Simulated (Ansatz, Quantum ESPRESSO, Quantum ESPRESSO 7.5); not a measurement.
# Band edges of F-AlN-H chair, 1 layer under strain

Wanted: deformation of the bands of F-AlN-H chair, 1 layer, driven from Python.

Method: plane-wave DFT, PBE, GBRV ultrasoft pseudopotentials (geometry by Ansatz 0.2.0 with PAW datasets; geometry under PBE), in Quantum ESPRESSO 7.5.

**1. Starting point**

The cell holds 4 atoms: 1 H, 1 N, 1 Al and 1 F. Cell: a = 3.168 Å, b = 3.168 Å, c = 18.440 Å, α = 90.0°, β = 90.0°, γ = 120.0°. Vacuum lies along c.

This sheet is a model structure: its symmetry is held, and its stability is not tested here.

**2. Geometry from Ansatz**

The geometry comes first, from a plane-wave PAW code, so that the later runs on this slab share one structure.

File input.yaml:

```yaml
crystal:
  lattice:
    - [3.168, 0.0, 0.0]
    - [-1.584, 2.7435684792, 0.0]
    - [0.0, 0.0, 18.44]
  atoms:
    - { symbol: H, position: [0.6666666667, 0.3333333333, 0.4067245119] }
    - { symbol: "N", position: [0.6666666667, 0.3333333333, 0.4620390456] }
    - { symbol: Al, position: [0.3333333333, 0.6666666667, 0.4967462039] }
    - { symbol: F, position: [0.3333333333, 0.6666666667, 0.5932754881] }
kpoints:
  mp_grid: { grid: [12, 12, 1] }
hamiltonian:
  xc: pbe
scf:
  occupations: { method: fermi_dirac, width: 0.05 }
  convergence: { dr2_threshold: 1.0e-08 }
efield:
  axis: 3
  dipole_correction: true
  ramp_position: 0.97
  ramp_width: 0.04
relax:
  f_tol: 0.01
  cell: { fix: [c, alpha, beta] }
output:
  write_potential: true
  write_density: true
  volumetric_format: npy
```

Started as:

```console
$ ansatz run input.yaml --threads 2 --pin off --max-ram 4096MiB --backend cpu --events-out ev --progress --plain --runs-dir out
```

Numbers of over 12 decimals in the logs are rounded to 6 here.

The program printed:

```text
Warning: relax.cell: scf.convergence.dr2_threshold = 1e-8 eV is looser than the 4e-10 eV advised for a relaxation that steers and ends on the stress (1e-10 eV for each atom of the cell: 4). What an SCF threshold leaves in a stress goes as its square root, and in the free energy as the threshold itself, and one threshold admits the most on a small cell: [figures from the program's tests cut] Set scf.convergence.dr2_threshold to 4e-10 eV or tighter. The threshold is an SCF's pass mark: one that does not reach it within its budget of iterations ends unconverged, or closes short of it on a stop that the run arms, and scf.convergence.dr2_threshold's page says what that costs each kind of run
Engine: ansatz 0.2.0, aarch64-unknown-linux-gnu
Pseudopotentials: kind: paw
Pseudopotential: H, paw, valence charge 1, recommended cutoff 420 eV (normal), H.paw.azcp
Pseudopotential: N, paw, valence charge 5, recommended cutoff 420 eV (normal), N.paw.azcp
Pseudopotential: Al, paw, valence charge 3, recommended cutoff 420 eV (normal), Al.paw.azcp
Pseudopotential: F, paw, valence charge 7, recommended cutoff 420 eV (normal), F.paw.azcp
Functional definition: PBE
  parameter kappa = 0.804
  parameter beta = 0.066725
  exchange = pbe_x(kappa = kappa, mu = beta*pi^2/3)
  correlation = pbe_c(beta = beta)
Crystal: 4 atoms, lattice volume = 160.274 Å³
Basis set: ecut = 420 eV, 3133 PW (Γ), exchange–correlation on 48×48×250 points (8 copies of the dense FFT grid, shifted against one another)
Bands: 12, of which v1, the nominal top of the filled ones, is band 8 counted from 1 (7 counted from 0)
Symmetry: 6 space group operations
Space group: P3m1 (ITA 156), of the structure as read, at distance tolerance 5.4e-5 Å
k-points: 19 of 144 (time reversal used)
Non-local potential: H, projectors of the file, l = 0: 2, l = 1: 1
Non-local potential: N, projectors of the file, l = 0: 2, l = 1: 2, l = 2: 1
Non-local potential: Al, projectors of the file, l = 0: 2, l = 1: 2, l = 2: 1
Non-local potential: F, projectors of the file, l = 0: 2, l = 1: 2, l = 2: 1
PAW form: soft (Blöchl's): semilocal exchange-correlation on the pseudo side does not see the compensation charge
PAW one-centre angular grid: H, 110 points (default); XC on 64 Gauss nodes
PAW one-centre angular grid: N, 110 points (default); XC on 64 Gauss nodes
PAW one-centre angular grid: Al, 110 points (default); XC on 64 Gauss nodes
PAW one-centre angular grid: F, 110 points (default); XC on 64 Gauss nodes
Initial density: superposition of atomic densities (neutral atoms: chi_scale 0, normalization atom), corrected by the library's trained network
Initial wavefunctions: pseudopotential atomic-orbital guess
Functional: x = pbe(κ = 0.804, μ = 0.219515), c = pbe(β = 0.066725)
SCF iter   1: F=—  HF=-1748.918279 eV  |F-HF|=—  |Δ(HF+E_count)|=         —  Δρ=2.02e-3  dr2=1.45e-2  ethr=1.77e-3  p=-0.368 e·Å  D=-4.16e-1 V/Å  ΔV_dip=7.66 eV  dr2_dipole=4.37e-3  V_vac-E_F(+/−)=10.03/2.36 eV  ⟨swp⟩=8.9  Hψ=1915  notcnv=0
efield: sawtooth ramp at fractional position 0.9700 (set: `efield.ramp_position`, or a place that a band, a saddle search or an elastic batch's reference lends), width 0.0400; the density the first Hamiltonian is built on has a dipole p = -0.368 e·Å; the dipole correction subtracts the counter field D = -4.16e-1 V/Å, which shifts the + side's vacuum level by +7.66 eV against the − side's; the planar-averaged density in the ramp window peaks in size at 1.2e-5 e/Å³
preconditioner: auto → none  [insulator: Δε(μ)=2.079 eV  Ē_g=12.606 eV  σ=0.050 eV  W_gap=1.00  n_scr=10 (ndim 8)  ℏωp=11.7 eV  f_vac=0.684  D(μ)=0.00/eV (n_scr^D=0)  ε∞_Penn≈1.9]
SCF iter   2: F=—  HF=-1748.921090 eV  |F-HF|=—  |Δ(HF+E_count)|=   2.81e-3  Δρ=2.88e-3  dr2=1.54e-2  ethr=9.07e-5  p=-0.412 e·Å  D=-4.65e-1 V/Å  ΔV_dip=8.58 eV  dr2_dipole=1.19e-3  V_vac-E_F(+/−)=10.38/1.80 eV  ⟨swp⟩=3.3  Hψ=607  notcnv=0
SCF iter   3: F=—  HF=-1748.918404 eV  |F-HF|=—  |Δ(HF+E_count)|=   2.69e-3  Δρ=8.03e-4  dr2=1.19e-3  ethr=9.07e-5  p=-0.398 e·Å  D=-4.49e-1 V/Å  ΔV_dip=8.28 eV  dr2_dipole=1.77e-4  V_vac-E_F(+/−)=10.25/1.97 eV  ⟨swp⟩=2.6  Hψ=436  notcnv=0
SCF iter   4: F=—  HF=-1748.919012 eV  |F-HF|=—  |Δ(HF+E_count)|=   6.08e-4  Δρ=2.80e-4  dr2=1.35e-4  ethr=7.42e-6  p=-0.405 e·Å  D=-4.58e-1 V/Å  ΔV_dip=8.44 eV  dr2_dipole=1.02e-5  V_vac-E_F(+/−)=10.29/1.86 eV  ⟨swp⟩=2.4  Hψ=532  notcnv=0
SCF iter   5: F=—  HF=-1748.919134 eV  |F-HF|=—  |Δ(HF+E_count)|=   1.22e-4  Δρ=7.68e-5  dr2=6.95e-6  ethr=8.44e-7  p=-0.408 e·Å  D=-4.60e-1 V/Å  ΔV_dip=8.49 eV  dr2_dipole=2.60e-8  V_vac-E_F(+/−)=10.32/1.83 eV  ⟨swp⟩=2.5  Hψ=456  notcnv=0
SCF iter   6: F=—  HF=-1748.919025 eV  |F-HF|=—  |Δ(HF+E_count)|=   1.09e-4  Δρ=3.46e-5  dr2=1.73e-6  ethr=4.34e-8  p=-0.408 e·Å  D=-4.60e-1 V/Å  ΔV_dip=8.49 eV  dr2_dipole=3.47e-9  V_vac-E_F(+/−)=10.32/1.83 eV  ⟨swp⟩=2.4  Hψ=455  notcnv=0
SCF iter   7: F=—  HF=-1748.919026 eV  |F-HF|=—  |Δ(HF+E_count)|=   1.13e-6  Δρ=9.49e-6  dr2=8.04e-8  ethr=1.08e-8  p=-0.408 e·Å  D=-4.60e-1 V/Å  ΔV_dip=8.49 eV  dr2_dipole=2.18e-9  V_vac-E_F(+/−)=10.32/1.83 eV  ⟨swp⟩=2.4  Hψ=358  notcnv=0
SCF iter   8: F=-1748.919026 eV  HF=-1748.919026 eV  |F-HF|=5.18e-9  |Δ(HF+E_count)|=   2.10e-7  Δρ=3.28e-6  dr2=6.01e-9  ethr=6.25e-11  p=-0.408 e·Å  D=-4.60e-1 V/Å  ΔV_dip=8.49 eV  dr2_dipole=1.69e-10  V_vac-E_F(+/−)=10.32/1.83 eV  ⟨swp⟩=8.5  Hψ=1680  notcnv=0
SCF 1 converged in 8 iterations: F = -1748.919026 eV  dr2 = 6.01e-9
  greatest PAW one-centre occupation: 0.932 electrons in one spin orbital (limit 2), on the F atom at site 3 (counted from 0), in its partial waves of l = 0
relax step   1: F+E_penalty+E_count = -1748.91902616 eV  Δ(F+E_penalty+E_count) = +0.000e0 eV  max|allowed force component| = 3.590e0 eV/Å  Δτ_max = 0.0000 Å  P = -1.672 GPa  Ω = 160.274 Å³  fix = [c, alpha, beta]  reactions: c -5.318 GPa  (8 SCF iters, accepted)
Crystal: 4 atoms, lattice volume = 159.866 Å³
Basis set: ecut = 420 eV, 3085 PW (Γ), exchange–correlation on 48×48×250 points (8 copies of the dense FFT grid, shifted against one another)
Initial density: handed on by an earlier stage of this run
Initial wavefunctions: those handed on with the density
iter 1 solved again at ethr=1.41e-4 eV; its pass at ethr=3.10e-3 eV (dr2=2.26e-2 eV) is discarded
SCF iter   1: F=—  HF=-1749.125883 eV  |F-HF|=—  |Δ(HF+E_count)|=         —  Δρ=4.18e-3  dr2=2.32e-2  ethr=1.41e-4  p=-0.407 e·Å  D=-4.60e-1 V/Å  ΔV_dip=8.49 eV  dr2_dipole=2.53e-3  V_vac-E_F(+/−)=10.51/2.02 eV  ⟨swp⟩=1.3  Hψ=1852  notcnv=0
[...]
SCF iter   8: F=—  HF=-1749.172521 eV  |F-HF|=—  |Δ(HF+E_count)|=   3.24e-8  Δρ=3.68e-6  dr2=1.48e-8  ethr=1.61e-9  p=-0.338 e·Å  D=-3.81e-1 V/Å  ΔV_dip=7.02 eV  dr2_dipole=3.28e-13  V_vac-E_F(+/−)=9.64/2.62 eV  ⟨swp⟩=2.1  Hψ=341  notcnv=0
SCF iter   9: F=-1749.172521 eV  HF=-1749.172521 eV  |F-HF|=1.38e-10  |Δ(HF+E_count)|=  4.09e-10  Δρ=5.52e-7  dr2=2.56e-10  ethr=6.25e-11  p=-0.338 e·Å  D=-3.81e-1 V/Å  ΔV_dip=7.02 eV  dr2_dipole=1.21e-15  V_vac-E_F(+/−)=9.64/2.62 eV  ⟨swp⟩=9.1  Hψ=1455  notcnv=0
SCF 3 converged in 9 iterations: F = -1749.172521 eV  dr2 = 2.56e-10
  greatest PAW one-centre occupation: 0.933 electrons in one spin orbital (limit 2), on the F atom at site 3 (counted from 0), in its partial waves of l = 0
relax step   3: F+E_penalty+E_count = -1749.17252071 eV  Δ(F+E_penalty+E_count) = -5.699e-2 eV  max|allowed force component| = 1.331e0 eV/Å  Δτ_max = 0.0854 Å  P = +0.672 GPa  Ω = 160.443 Å³  energy of the carried Pulay correction = -1.714e-4 eV  fix = [c, alpha, beta]  reactions: c +2.169 GPa  (9 SCF iters, accepted)
[...]
relax step   4: F+E_penalty+E_count = -1749.19675137 eV  Δ(F+E_penalty+E_count) = -2.423e-2 eV  max|allowed force component| = 4.630e-2 eV/Å  Δτ_max = 0.0293 Å  P = -0.008 GPa  Ω = 160.162 Å³  energy of the carried Pulay correction = +1.128e-4 eV  fix = [c, alpha, beta]  reactions: c +0.004 GPa  (8 SCF iters, accepted)
[...]
relax step   5: F+E_penalty+E_count = -1749.19681505 eV  Δ(F+E_penalty+E_count) = -6.369e-5 eV  max|allowed force component| = 5.289e-3 eV/Å  Δτ_max = 0.0010 Å  P = -0.004 GPa  Ω = 160.127 Å³  energy of the carried Pulay correction = +1.490e-4 eV  fix = [c, alpha, beta]  reactions: c +0.022 GPa  (5 SCF iters, accepted)
Initial wavefunctions: pseudopotential atomic-orbital guess (no wavefunctions were taken with the density)
iter 1 solved again at ethr=2.74e-7 eV; its pass at ethr=3.10e-3 eV (dr2=4.38e-5 eV) is discarded
SCF iter   1: F=—  HF=-1749.196943 eV  |F-HF|=—  |Δ(HF+E_count)|=         —  Δρ=1.22e-5  dr2=1.14e-7  ethr=2.74e-7  p=-0.350 e·Å  D=-3.96e-1 V/Å  ΔV_dip=7.30 eV  dr2_dipole=4.51e-9  V_vac-E_F(+/−)=9.80/2.50 eV  ⟨swp⟩=3.8  Hψ=2591  notcnv=0
efield: sawtooth ramp at fractional position 0.9700 (set: `efield.ramp_position`, or a place that a band, a saddle search or an elastic batch's reference lends), width 0.0400; the density the first Hamiltonian is built on has a dipole p = -0.350 e·Å; the dipole correction subtracts the counter field D = -3.96e-1 V/Å, which shifts the + side's vacuum level by +7.30 eV against the − side's; the planar-averaged density in the ramp window peaks in size at 2.6e-6 e/Å³
preconditioner: auto → none  [insulator: Δε(μ)=3.075 eV  Ē_g=13.007 eV  σ=0.050 eV  W_gap=1.00  n_scr=10 (ndim 8)  ℏωp=11.7 eV  f_vac=0.695  D(μ)=0.00/eV (n_scr^D=0)  ε∞_Penn≈1.8]
SCF iter   2: F=—  HF=-1749.196644 eV  |F-HF|=—  |Δ(HF+E_count)|=   2.99e-4  Δρ=1.15e-5  dr2=1.34e-7  ethr=7.12e-10  p=-0.350 e·Å  D=-3.96e-1 V/Å  ΔV_dip=7.30 eV  dr2_dipole=6.30e-9  V_vac-E_F(+/−)=9.80/2.50 eV  ⟨swp⟩=3.1  Hψ=514  notcnv=0
SCF iter   3: F=—  HF=-1749.196644 eV  |F-HF|=—  |Δ(HF+E_count)|=   3.24e-8  Δρ=4.27e-6  dr2=1.05e-8  ethr=7.12e-10  p=-0.350 e·Å  D=-3.96e-1 V/Å  ΔV_dip=7.30 eV  dr2_dipole=1.39e-11  V_vac-E_F(+/−)=9.80/2.50 eV  ⟨swp⟩=2.0  Hψ=302  notcnv=0
SCF iter   4: F=-1749.196644 eV  HF=-1749.196644 eV  |F-HF|=1.08e-9  |Δ(HF+E_count)|=   1.02e-9  Δρ=2.85e-6  dr2=4.63e-9  ethr=6.25e-11  p=-0.350 e·Å  D=-3.96e-1 V/Å  ΔV_dip=7.30 eV  dr2_dipole=1.95e-10  V_vac-E_F(+/−)=9.80/2.50 eV  ⟨swp⟩=11.6  Hψ=1722  notcnv=0
SCF 6 converged in 4 iterations: F = -1749.196644 eV  dr2 = 4.63e-9
relax step   6: F+E_penalty+E_count = -1749.19664440 eV  Δ(F+E_penalty+E_count) = +1.707e-4 eV  max|allowed force component| = 5.102e-3 eV/Å  Δτ_max = 0.0000 Å  P = -0.012 GPa  Ω = 160.127 Å³  fix = [c, alpha, beta]  reactions: c -0.005 GPa  stress off target by 1.60e-2 GPa on what of the cell is left free  SCF on the basis re-selected at this cell (its energy is not comparable with the rows above)  (4 SCF iters)
basis re-selected at this cell: Δ(F+E_penalty+E_count) = +1.707e-4 eV, ΔP = -0.008 GPa vs the last step (what re-selecting the basis moved, of the pressure what is left beyond the Pulay correction that the steps carried, after the strain that the cell walked since its last selection, with what the two solves' SCF thresholds leave and, on support functions, any second-order correction that the steps lacked; it is no m [...]
WARN: The output density's exchange-correlation potential varies sharply where the density is thin. Do not read a vacuum level from v_tot or v_xc, or from such a field of the output density. On a cell that repeats whose density bears no net charge and no dipole along the vacuum's axis use v_es (v_loc + v_h of the components); under efield.dipole_correction with no amplitude use v_es + v_field, which holds any externa [...]
SCF converged after 4 iterations
Free energy (F): -1749.196644 eV
Harris-Foulkes:  -1749.196644 eV  (|F-HF|=1.08e-9)
Internal energy: -1749.196644 eV  (E = F + TS)
E sigma→0 (E₀):  -1749.196644 eV
Fermi energy:    -3.550472 eV
Dipole field:    D = -0.395656 V/Å  (p = -0.350122 e·Å, saw-weighted, corrected)
Work function:   Φ+ = 9.7977 eV   Φ− = 2.5020 eV
Levels:          The Fermi level and band energies are counted from a zero that moves with the ramp; work functions are not
--- Per-component energies (eV) ---
  E_band       = -174.657546
  E_kinetic    = 377.949506
  E_local      = -5830.663846  (includes V_loc(G=0)·N_el)
  E_nonlocal   = 130.248859
  E_hartree    = 2727.005155
  E_xc         = -189.296212
  E_vxc        = -219.958331  (∫ρ·V_xc dr)
  E_paw        = -796.224006  (= ΣΔE_a)
  E_vpaw       = -90.028875  (= ΣTr[D̂ρ^β])
  E_aug_tail   = 0.000873  (compensation charges beyond the density's cutoff)
  E_efield     = 0.069264  (sawtooth field / dipole correction)
  E_vefield    = 3.783413  (∫n·V_field dr)
  E_ewald      = 1831.713763
  E_smearing   = -0.000000  (= −TS)
  E_closure    = -0.000000  (closes the sum)
  Σ components = -1749.196644   (vs F -1749.196644, Δ=0.00e0)
--- Forces (eV/Å), atoms counted from 1 ---
  atom   1  H     -0.00000000    -0.00000000     0.00165574
  atom   2  N      0.00000000     0.00000000     0.00322738
  atom   3  Al     0.00000000    -0.00000000    -0.00505657
  atom   4  F      0.00000000     0.00000000     0.00035503
  max |Σ_I F_I| component: 1.82e-4 eV/Å
--- Stress (GPa, compression-positive) ---
       -0.015977       0.000000      -0.000000
        0.000000      -0.015977       0.000000
       -0.000000       0.000000      -0.004718
  P = ⅓ Tr σ = -0.0122 GPa (-0.122 kbar)
--- Band table (eV; the first three rows and the last of 19) ---
  k-point 0: bands = [... 4 lower, -5.6190, -5.6190, -5.1566, -5.1566, -2.0818, -0.3994, 0.8448, 2.3634]
  k-point 1: bands = [... 4 lower, -5.9210, -5.6898, -5.2733, -5.1626, -1.9037, -0.2224, 1.0856, 2.5393]
  k-point 2: bands = [... 4 lower, -6.4828, -5.8668, -5.5103, -5.1874, -1.4600, 0.2412, 1.6729, 2.8261]
  k-point 18: bands = [... 4 lower, -8.4523, -6.5799, -5.9451, -5.8732, 3.1327, 3.1811, 3.1811, 4.2062]
--- Relaxed structure (5 steps of the walk, 5 accepted, 1 SCFs on fresh bases) ---
  F+E_penalty+E_count = -1749.19664440 eV   max|allowed force component| = 5.102e-3 eV/Å   (the final SCF, on the basis selected at the relaxed cell)
  cell:  # Å, volume = 160.1266 Å³
    - [3.166547, 0.0, 0]
    - [-1.583273, 2.742310, 0]
    - [0, 0, 18.44]
  atoms:
    - { symbol: H, position: [0.666667, 0.333333, 0.407894] }
    - { symbol: N, position: [0.666667, 0.333333, 0.463622] }
    - { symbol: Al, position: [0.333333, 0.666667, 0.499327] }
    - { symbol: F, position: [0.333333, 0.666667, 0.587942] }
```

Elapsed: 14 s, on 2 threads of Arm Neoverse V1, shared host; peak memory 0.38 GiB.

Relaxation path:

| step | energy less that of the first step (eV) | largest force component (eV/Å) | pressure (GPa) | volume (Å³) |
| --- | --- | --- | --- | --- |
| 1 | 0.0000 | 3.5904 | -1.67 | 160.27 |
| 2 | -0.1965 | 2.0412 | -1.08 | 159.87 |
| 3 | -0.2535 | 1.3311 | 0.67 | 160.44 |
| 4 | -0.2777 | 0.0463 | -0.01 | 160.16 |
| 5 | -0.2778 | 0.0053 | 0.00 | 160.13 |
| 6* | -0.2776 | 0.0051 | -0.01 | 160.13 |

Relaxation steps marked * repeat the geometry before them on a plane-wave basis chosen anew for their cell, so energy and pressure can jump there.

| cell as run | before | after | change |
| --- | --- | --- | --- |
| a (Å) | 3.168 | 3.167 | -0.0 % |
| b (Å) | 3.168 | 3.167 | -0.0 % |

The atoms that moved most (Å, along periodic axes as changes of fractional coordinates times the final cell, across vacuum about the mean position):

| atom | dx | dy | dz | length |
| --- | --- | --- | --- | --- |
| F4 | 0.000 | 0.000 | -0.098 | 0.098 |
| Al3 | 0.000 | 0.000 | 0.048 | 0.048 |
| N2 | 0.000 | 0.000 | 0.029 | 0.029 |
| H1 | 0.000 | 0.000 | 0.022 | 0.022 |

The relaxed structure:

```xyz
4
Lattice="3.1665 0.0000 0.0000 -1.5833 2.7423 0.0000 0.0000 0.0000 18.4400" Properties=species:S:1:pos:R:3
H     1.5833    0.9141    7.5216
N     1.5833    0.9141    8.5492
Al    0.0000    1.8282    9.2076
F     0.0000    1.8282   10.8416
```

Numbers from this step:

- free energy: -1749.1966 eV
- Fermi energy: -3.550 eV
- gap by band count: 3.075 eV
- symmetry operations: 6
- dipole along the normal: -0.3501 e·Å
- vacuum level at the upper face over a Fermi level inside the gap: 9.798 eV
- vacuum level at the lower face over a Fermi level inside the gap: 2.502 eV

(Part 1 of 2 ends here.)

[Logs are printed without paths, hosts, clocks, repeated set-up lines and the standing remarks that a program may print on its own settings, such as how far it seeks lower states.]

[Hosts, paths, dates, database ids (printed as entryN), source tags and the programs' standing remarks are cut or masked in the printed files.]

[Maps of the electrostatic potential energy from Ansatz leave out the sawtooth potential of an applied field or a dipole correction, so their vacuum need not be flat; planar profiles and work functions include it.]
